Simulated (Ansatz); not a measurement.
In doubt: masses and optical values from hybrid runs of this build are listed as unsure (in some of the runs), which bears on the screening that GW takes from such a start.

System: SnO2 (Cassiterite).

It takes space group P4_2/mnm (No. 136, tetragonal). The conventional cell has a = 4.738 Å, b = 4.738 Å, c = 3.187 Å, α = 90.00°, β = 90.00°, γ = 90.00°. Sn has 6 O at 2.05 to 2.06 Å nearest. Nearest to O lie 3 Sn at 2.05 to 2.06 Å. Farther neighbours and most contacts between anions are not listed.

```xyz
6
Lattice="4.7380 0.0000 0.0000 0.0000 4.7380 0.0000 0.0000 0.0000 3.1865" Properties=species:S:1:pos:R:3 pbc="T T T"
Sn    0.0000    0.0000    0.0000
Sn    2.3690    2.3690    1.5933
O     1.4550    1.4550    0.0000
O     0.9140    3.8240    1.5933
O     3.2830    3.2830    0.0000
O     3.8240    0.9140    1.5933
```

The cell and positions come from the Crystallography Open Database and are kept as given unless a step says otherwise. PAW set soft_2, made with PBE.

Gaps computed with Ansatz 0.2.0 without a self-energy: HSE06 3.04 eV, PBE0 3.76 eV and LDA 1.13 eV.

Estimate the G0W0@HSE06 gap with 4×4×6 mesh, 566 empty bands, screening to 230 eV, default PAW files.

About 3.76 eV: on its mesh the run moves the gap from 3.04 eV by +0.72 eV. Among the scalar-relativistic levels given, PBE0 is nearest (+0.00 eV). Bands and cutoff are finite, so the gap is not at the basis limit. The miss can reach some tenths of an eV and take either sign; the mesh is an error of its own. The many-body steps are scalar-relativistic: spin-orbit coupling is not in them.

[Paths, hosts, dates, memory and timing lines, banners, echoed tables and standing remarks are left out of the program output.]

[Logs are printed without paths, hosts, clocks, repeated set-up lines and the standing remarks that a program may print on its own settings, such as how far it seeks lower states.]

[Runs of the session that timed out or met a known fault of the program may be left out.]

[Cells called generated may have been cut or substituted from an entry of the Crystallography Open Database or the Materials Project.]

[Hosts, paths, dates, database ids (printed as entryN), source tags and the programs' standing remarks are cut or masked in the printed files.]
